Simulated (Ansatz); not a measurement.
The compound is Tl2AuF6 (started from the K2PtCl6 type) (Fm-3m).

The structure was built from a prototype and need not be the compound's stable phase.

```
Tl Au F
1.0
     4.27516    0.00000    4.27516
     4.27516    4.27516    0.00000
     0.00000    4.27516    4.27516
Tl Au F
2 1 6
Direct
  0.25000 0.25000 0.25000
  0.75000 0.75000 0.75000
  0.00000 0.00000 0.00000
  0.23482 0.23482 0.76518
  0.76518 0.76518 0.23482
  0.23482 0.76518 0.23482
  0.76518 0.23482 0.76518
  0.76518 0.23482 0.23482
  0.23482 0.76518 0.76518
```

The structure was relaxed with PBEsol. The structure type comes from a generator and need not be one that this composition takes. The structure was generated from a model, not taken from a measurement. The runs that relaxed it are not among those shown. The program's search for lower electronic states was switched off, so nothing shows that the state found is the lowest. Spin-orbit coupling is left out unless a run names it. PAW set soft_2, made with PBE.

A constrained-RPA run (Ansatz 0.2.0; non-magnetic PBEsol; Au eg, bands v1 to c1, 4×4×4 mesh, medium accuracy) builds 2 functions on bands 0.48 eV wide, with 1.0 electrons in the window. The bare on-site interaction is 10.9 eV and the bare J 0.78 eV.

**Question.** What U and J survive the screening?

On the Au eg shell, U = 4.08 eV (38 % of the bare value), U′ = 3.34 eV, J = 0.37 eV.

The parent state is non-magnetic and the interaction static (zero frequency); U depends on the window and the orbitals, so it belongs to this model alone. Spin-orbit coupling, which is strong for atoms this heavy, is left out.

[Paths, hosts, dates, memory and timing lines, banners, echoed tables and standing remarks are left out of the program output.]

[Logs are printed without paths, hosts, clocks, repeated set-up lines and the standing remarks that a program may print on its own settings, such as how far it seeks lower states.]

[Runs of the session that timed out or met a known fault of the program may be left out.]

[Hosts, paths, dates, database ids (printed as entryN), source tags and the programs' standing remarks are cut or masked in the printed files.]
